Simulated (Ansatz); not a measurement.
**Quasiparticle gap of SiC (P6_3mc)**

Wanted: the gap of SiC (P6_3mc) with a many-body correction, and the time that it takes.

Method: r2SCAN, then G0W0 on it, plane waves, PAW, in Ansatz 0.2.0.

### Step 1. Starting point

It takes space group P6_3mc (No. 186, hexagonal). Conventional cell: a = 3.079 Å, b = 3.079 Å, c = 20.146 Å, α = 90.00°, β = 90.00°, γ = 120.00°. Nearest to Si lie 4 C at 1.88 to 1.89 Å. Si has 4 C at 1.88 to 1.89 Å nearest. Nearest to C lie 4 Si at 1.88 to 1.89 Å. C has 4 Si at 1.88 to 1.89 Å nearest. Farther neighbours are not listed.

The cell and positions come from the Crystallography Open Database and are kept as given unless a step says otherwise. The default PAW set here is soft_2. Its files were made with PBE.

### Step 2. Bands along the symmetry lines

Levels along a band path and on the mesh show where this functional puts the band edges.

This step: DFT, r2SCAN, plane waves, PAW.

input.yaml

```yaml
crystal:
  lattice:
    - [3.079, 0.0, 0.0]
    - [-1.5395, 2.6664922183, 0.0]
    - [0.0, 0.0, 20.146]
  atoms:
    - { symbol: Si, position: [0.3333333333, 0.6666666667, 0.25] }
    - { symbol: Si, position: [0.6666666667, 0.3333333333, 0.75] }
    - { symbol: Si, position: [0.3333333333, 0.6666666667, 0.625] }
    - { symbol: Si, position: [0.6666666667, 0.3333333333, 0.125] }
    - { symbol: Si, position: [0.0, 0.0, 0.0] }
    - { symbol: Si, position: [0.0, 0.0, 0.5] }
    - { symbol: Si, position: [0.3333333333, 0.6666666667, 0.875] }
    - { symbol: Si, position: [0.6666666667, 0.3333333333, 0.375] }
    - { symbol: C, position: [0.3333333333, 0.6666666667, 0.969] }
    - { symbol: C, position: [0.6666666667, 0.3333333333, 0.469] }
    - { symbol: C, position: [0.0, 0.0, 0.094] }
    - { symbol: C, position: [0.0, 0.0, 0.594] }
    - { symbol: C, position: [0.3333333333, 0.6666666667, 0.344] }
    - { symbol: C, position: [0.6666666667, 0.3333333333, 0.844] }
    - { symbol: C, position: [0.3333333333, 0.6666666667, 0.719] }
    - { symbol: C, position: [0.6666666667, 0.3333333333, 0.219] }
kpoints:
  mp_grid: { grid: [12, 12, 2] }
  band_path:
    path:
      - [[0.0, 0.0, 0.0], [0.5, 0.0, 0.0], [0.33333333, 0.33333333, 0.0], [0.0, 0.0, 0.0], [0.0, 0.0, 0.5], [0.5, 0.0, 0.5], [0.33333333, 0.33333333, 0.5], [0.0, 0.0, 0.5]]
      - [[0.5, 0.0, 0.5], [0.5, 0.0, 0.0]]
      - [[0.33333333, 0.33333333, 0.5], [0.33333333, 0.33333333, 0.0]]
    npoints: 10
hamiltonian:
  xc: r2scan
scf:
  occupations: { method: fermi_dirac, width: 0.02 }
  n_extra_bands: 9
output:
  eigenvalues: true
  write_density: true
  write_potential: true
  elf: true
  volumetric_format: npy
```

Command:

```sh
$ ansatz run input.yaml --threads 3 --pin off --max-ram 92160MiB --backend cuda --events-out ev --progress --plain --runs-dir out --devices 1 --max-vram 13GiB  # rebuilt from the run's record
```

Numbers of over 12 decimals in the logs are rounded to 6 here.

The log of the run:

```text
scf.n_extra_bands = 9 over 32 filled bands (N_el = 64.0): the run solves 41 bands
GPUs: using 1 of 1 available (devices: 1).
Engine: ansatz 0.2.0, x86_64-unknown-linux-gnu
Pseudopotentials: kind: paw
Pseudopotential: Si, paw, valence charge 4, recommended cutoff 500 eV (meta_gga), Si.paw.azcp
Pseudopotential: C, paw, valence charge 4, recommended cutoff 500 eV (meta_gga), C.paw.azcp
Functional definition: r2SCAN
  parameter k0 = 0.174
  parameter k1 = 0.065
  parameter a1 = 4.9479
  exchange = r2scan_x(k0 = k0, k1 = k1, a1 = a1)
  correlation = r2scan_c
device memory: the entry about to start is reckoned to put 4.5 GiB on a device that reports 55.9 GiB free (of which the cap on the GPU budget leaves the run 13.0 GiB)
GPU FFT provider: cuFFT
GPU libraries: cuBLAS 13.8.2, cuFFT 12.4.0, cuSOLVER 12.3.4
Crystal: 16 atoms, lattice volume = 165.401 Å³
Basis set: ecut = 500 eV, 4225 PW (Γ), exchange–correlation on 96×96×600 points (64 copies of the dense FFT grid, shifted against one another)
Bands: 41, of which v1, the nominal top of the filled ones, is band 32 counted from 1 (31 counted from 0)
Symmetry: 12 space group operations
Space group: P63mc (ITA 186), of the structure as read, at distance tolerance 5.5e-5 Å
k-points: 38 of 288
Non-local potential: Si, projectors of the file, l = 0: 2, l = 1: 2, l = 2: 2
Non-local potential: C, projectors of the file, l = 0: 2, l = 1: 2, l = 2: 1
PAW form: soft (Blöchl's): semilocal exchange-correlation on the pseudo side does not see the compensation charge
PAW frozen core: Si, regenerated for the run's functional (the file was generated under x = pbe(κ = 0.804, μ = 0.219515), c = pbe(β = 0.066725))
PAW frozen core: C, regenerated for the run's functional (the file was generated under x = pbe(κ = 0.804, μ = 0.219515), c = pbe(β = 0.066725))
PAW one-centre angular grid: Si, 302 points (default); XC on 160 Gauss nodes
PAW one-centre angular grid: C, 302 points (default); XC on 239 of its mesh's 2573 points in the sphere
Initial density: superposition of atomic densities (neutral atoms: chi_scale 0, normalization atom), corrected by the library's trained network
Initial wavefunctions: pseudopotential atomic-orbital guess
GPU buffer pool allocated for 86400 grid points (all kernels)
GPU transforms: local potential and band sums: pruned to the plane-wave sphere, on 24×24×150
Functional: x = r2scan, c = r2scan; τ floored in thin density (d = 2e-4 eV/Å³)
SCF iter   1: F=—  HF=-7130.318805 eV  |F-HF|=—  |Δ(HF+E_count)|=         —  Δρ=5.82e-3  dr2=3.78e-2  dr2_τ=1.55e0  ethr=1.77e-3  ⟨swp⟩=8.7  Hψ=8410  notcnv=0  defer=5
preconditioner: auto → none  [insulator: Δε(μ)=2.083 eV  Ē_g=11.665 eV  σ=0.020 eV  W_gap=1.00  n_scr=14 (ndim 8)  ℏωp=23.1 eV  f_vac=0.000  D(μ)=0.00/eV (n_scr^D=0)  ε∞_Penn≈4.9]
SCF iter   2: F=—  HF=-7130.672817 eV  |F-HF|=—  |Δ(HF+E_count)|=   3.54e-1  Δρ=4.05e-3  dr2=1.53e-2  dr2_τ=3.10e-4  ethr=5.90e-5  ⟨swp⟩=3.2  Hψ=3494  notcnv=0  defer=143
SCF iter   3: F=—  HF=-7130.680207 eV  |F-HF|=—  |Δ(HF+E_count)|=   7.39e-3  Δρ=1.89e-3  dr2=3.80e-2  dr2_τ=4.59e-4  ethr=2.39e-5  ⟨swp⟩=3.6  Hψ=3265  notcnv=0  defer=143  recentre
SCF iter   4: F=—  HF=-7130.672661 eV  |F-HF|=—  |Δ(HF+E_count)|=   7.55e-3  Δρ=6.50e-4  dr2=1.70e-3  dr2_τ=2.66e-5  ethr=2.39e-5  ⟨swp⟩=4.0  Hψ=3236  notcnv=0  defer=143
SCF iter   5: F=—  HF=-7130.672497 eV  |F-HF|=—  |Δ(HF+E_count)|=   1.64e-4  Δρ=2.90e-4  dr2=1.18e-4  dr2_τ=1.06e-5  ethr=2.66e-6  ⟨swp⟩=2.0  Hψ=2542  notcnv=0  defer=143
SCF iter   6: F=—  HF=-7130.672478 eV  |F-HF|=—  |Δ(HF+E_count)|=   1.90e-5  Δρ=6.79e-5  dr2=4.06e-6  dr2_τ=1.54e-7  ethr=1.84e-7  ⟨swp⟩=2.1  Hψ=2524  notcnv=0  defer=143
SCF iter   7: F=—  HF=-7130.672408 eV  |F-HF|=—  |Δ(HF+E_count)|=   7.07e-5  Δρ=1.74e-5  dr2=6.95e-7  dr2_τ=3.25e-8  ethr=6.34e-9  ⟨swp⟩=2.0  Hψ=2656  notcnv=0  defer=143
SCF iter   8: F=-7130.672407 eV  HF=-7130.672407 eV  |F-HF|=3.87e-8  |Δ(HF+E_count)|=   7.93e-8  Δρ=7.00e-6  dr2=9.04e-8  dr2_τ=1.48e-9  ethr=1.56e-10  ⟨swp⟩=9.4  Hψ=6053  notcnv=0
SCF 1 converged in 8 iterations: F = -7130.672407 eV  dr2 = 9.04e-8
  greatest PAW one-centre occupation: 0.659 electrons in one spin orbital (limit 2), on the C atom at site 13 (counted from 0), in its partial waves of l = 0
device memory: the entry about to start is reckoned to put 2.7 GiB on a device that reports 55.7 GiB free (of which the cap on the GPU budget leaves the run 13.0 GiB)
NSCF: frozen V_eff on 93 k-points
SCF converged after 8 iterations
Free energy (F): -7130.672407 eV
Harris-Foulkes:  -7130.672407 eV  (|F-HF|=3.87e-8)
Internal energy: -7130.672407 eV  (E = F + TS)
E sigma→0 (E₀):  -7130.672407 eV
Fermi energy:    10.472339 eV
--- Per-component energies (eV) ---
  E_band       = 204.239027
  E_kinetic    = 1088.189107
  E_local      = -830.274833  (includes V_loc(G=0)·N_el)
  E_nonlocal   = 402.875103
  E_hartree    = 260.556715
  E_xc         = -810.861248
  E_vxc        = -949.112411  (∫ρ·V_xc dr)
  E_paw        = -4962.309891  (= ΣΔE_a)
  E_vpaw       = -73.108988  (= ΣTr[D̂ρ^β])
  E_aug_tail   = 0.000066  (compensation charges beyond the density's cutoff)
  E_vtau       = 44.555413  (kinetic-family band-sum trace: ∫τ·v_τ [+ j·A + Jᵃ·Aᵃ] dr)
  E_ewald      = -2278.037772
  E_core_change = -0.809654  (= ΣΔE_core)
  E_smearing   = -0.000000  (= −TS)
  E_closure    = 0.000000  (closes the sum)
  Σ components = -7130.672407   (vs F -7130.672407, Δ=0.00e0)
--- Band table (eV; the first three rows and the last of 38) ---
  k-point 0: bands = [... 28 lower, 9.2174, 9.3991, 9.3991, 9.4010, 15.1821, 15.2474, 15.5820, 15.8463, ... 5 higher]
  k-point 1: bands = [... 28 lower, 9.3427, 9.3427, 9.3427, 9.3427, 15.2101, 15.2101, 15.6900, 15.6900, ... 5 higher]
  k-point 2: bands = [... 28 lower, 9.0750, 9.1299, 9.3237, 9.3500, 15.4777, 15.5760, 15.7796, 16.0674, ... 5 higher]
  k-point 37: bands = [... 28 lower, 6.6982, 6.6982, 7.3165, 7.3165, 13.4347, 13.4347, 13.8139, 13.8139, ... 5 higher]
```

Run time: 17 s. Hardware: 1 × NVIDIA H100 80GB HBM3 (shared by 6 runs) with 3 threads of AMD EPYC 7R13 (Zen 3), shared host; peak memory 1.2 GiB.

Numbers from this step:

* filled bands: 32
* gap: 2.139 eV
* valence top at: Γ
* conduction bottom at: M
* least direct gap: 3.287 eV

Over mesh and path the gap is 2.139 eV, from k = Γ to k = (0.500, 0.000, 0.000). The least direct gap found is 3.287 eV, at k = (0.500, 0.000, 0.000).

Electronic bands along the path, in eV, zero at the top of the highest nominally filled band:

| point | band 29 | band 30 | band 31 | band 32 | band 33 | band 34 | band 35 | band 36 |
| --- | --- | --- | --- | --- | --- | --- | --- | --- |
| Γ | -0.18 | 0.00 | 0.00 | 0.00 | 5.78 | 5.85 | 6.18 | 6.45 |
| halfway | -0.95 | -0.91 | -0.65 | -0.55 | 4.10 | 4.24 | 4.54 | 4.97 |
| M | -1.61 | -1.58 | -1.44 | -1.15 | 2.14 | 2.34 | 3.29 | 3.53 |
| halfway | -2.50 | -2.09 | -1.86 | -1.59 | 3.20 | 3.66 | 4.37 | 4.85 |
| K | -2.58 | -2.51 | -2.22 | -2.22 | 3.72 | 4.47 | 4.58 | 4.58 |
| halfway | -1.72 | -1.43 | -0.97 | -0.62 | 5.16 | 5.27 | 5.46 | 5.49 |
| Γ | -0.18 | 0.00 | 0.00 | 0.00 | 5.78 | 5.85 | 6.18 | 6.45 |
| halfway | -0.12 | -0.12 | -0.02 | -0.02 | 5.79 | 5.83 | 6.21 | 6.39 |
| A | -0.06 | -0.06 | -0.06 | -0.06 | 5.81 | 5.81 | 6.29 | 6.29 |
| halfway | -0.86 | -0.86 | -0.66 | -0.66 | 4.15 | 4.15 | 4.76 | 4.76 |
| L | -1.66 | -1.66 | -1.27 | -1.27 | 2.27 | 2.27 | 3.33 | 3.33 |
| halfway | -2.18 | -2.18 | -1.73 | -1.73 | 3.36 | 3.36 | 4.73 | 4.73 |
| H | -2.70 | -2.70 | -2.08 | -2.08 | 4.03 | 4.03 | 4.41 | 4.41 |
| halfway | -1.74 | -1.74 | -0.75 | -0.75 | 5.30 | 5.30 | 5.37 | 5.37 |
| A | -0.06 | -0.06 | -0.06 | -0.06 | 5.81 | 5.81 | 6.29 | 6.29 |
| jump to L | -1.66 | -1.66 | -1.27 | -1.27 | 2.27 | 2.27 | 3.33 | 3.33 |
| halfway | -1.80 | -1.51 | -1.41 | -1.18 | 2.18 | 2.33 | 3.29 | 3.45 |
| M | -1.61 | -1.58 | -1.44 | -1.15 | 2.14 | 2.34 | 3.29 | 3.53 |
| jump to H | -2.70 | -2.70 | -2.08 | -2.08 | 4.03 | 4.03 | 4.41 | 4.41 |
| halfway | -2.73 | -2.57 | -2.14 | -2.14 | 3.80 | 4.32 | 4.48 | 4.48 |
| K | -2.58 | -2.51 | -2.22 | -2.22 | 3.72 | 4.47 | 4.58 | 4.58 |

Electrostatic potential energy in the ac plane at fractional y = 0.333, with atoms of Si and C within 0.2 Å of it. With pseudopotentials it is smooth inside the atoms' cores, unlike the true potential.

Ten even steps from '0' (-47 eV) to '9' (13 eV), each cell a mean:
```
8888889999999999
9999999999999999
8887889999889999
9888888851000478
9999999987656789
8999998631001257
9999998753223468
9999999999999999
8888889999999999
8888889999999999
9999999999999999
8877889999888999
8888888851000478
9999999986556789
8999998631001257
9999998753223468
9999999999999999
8877889999888999
9888888851000378
9999999987656789
8999998631001257
8999998753223468
9999999999999999
8888889999999999
```
Columns run along a (3.1 Å; values clipped at the 3rd and 97th percentile), rows up along c (20.1 Å). Atoms in or near the plane, at fractional coordinates: Si at (0.67, 0.75), Si at (0.67, 0.12), Si at (0.67, 0.38), C at (0.67, 0.47), C at (0.67, 0.84), C at (0.67, 0.22).

ELF in the ac plane at fractional y = 0.333, with atoms of Si and C within 0.2 Å of it. It is the smooth field of the valence electrons, not physical close to the nuclei.

Ten even steps from '0' (0.04) to '9' (0.89), each cell a mean:
```
8999987420000136
4566542100000002
5432345555555555
8633578985224789
4100135789999876
5444455433443345
8777788753112478
4444443221101123
5666654210000123
8999987420000136
4566542100000012
5432345555555555
8633578985224789
4100135789999876
5444455433443345
8777788753112478
4455543211000123
5422345555555555
8633578985214789
3100135789999876
5444455433443345
8777788752112478
4444443221101123
5666654210000123
```
Columns run along a (3.1 Å), rows up along c (20.1 Å). Atoms in or near the plane, at fractional coordinates: Si at (0.67, 0.75), Si at (0.67, 0.12), Si at (0.67, 0.38), C at (0.67, 0.47), C at (0.67, 0.84), C at (0.67, 0.22).

(Continued in part 2 of 2.)

[Paths, hosts, dates, memory and timing lines, banners, echoed tables and standing remarks are left out of the program output.]

[Logs are printed without paths, hosts, clocks, repeated set-up lines and the standing remarks that a program may print on its own settings, such as how far it seeks lower states.]

[Runs of the session that timed out or met a known fault of the program may be left out.]

[Cells called generated may have been cut or substituted from an entry of the Crystallography Open Database or the Materials Project.]

[Hosts, paths, dates, database ids (printed as entryN), source tags and the programs' standing remarks are cut or masked in the printed files.]

[Where an RPA ε∞ is given, it is that of the G0W0 mesh and is not shown converged in it. Names of k-points follow the symmetry that the program found, which can be lower than the space group named. Band edges on a path are those of the sampled points; other points can move an edge, and change direct to indirect where valleys lie close.]

[Hybrid gaps are those of their k-mesh and are not shown converged in it.]
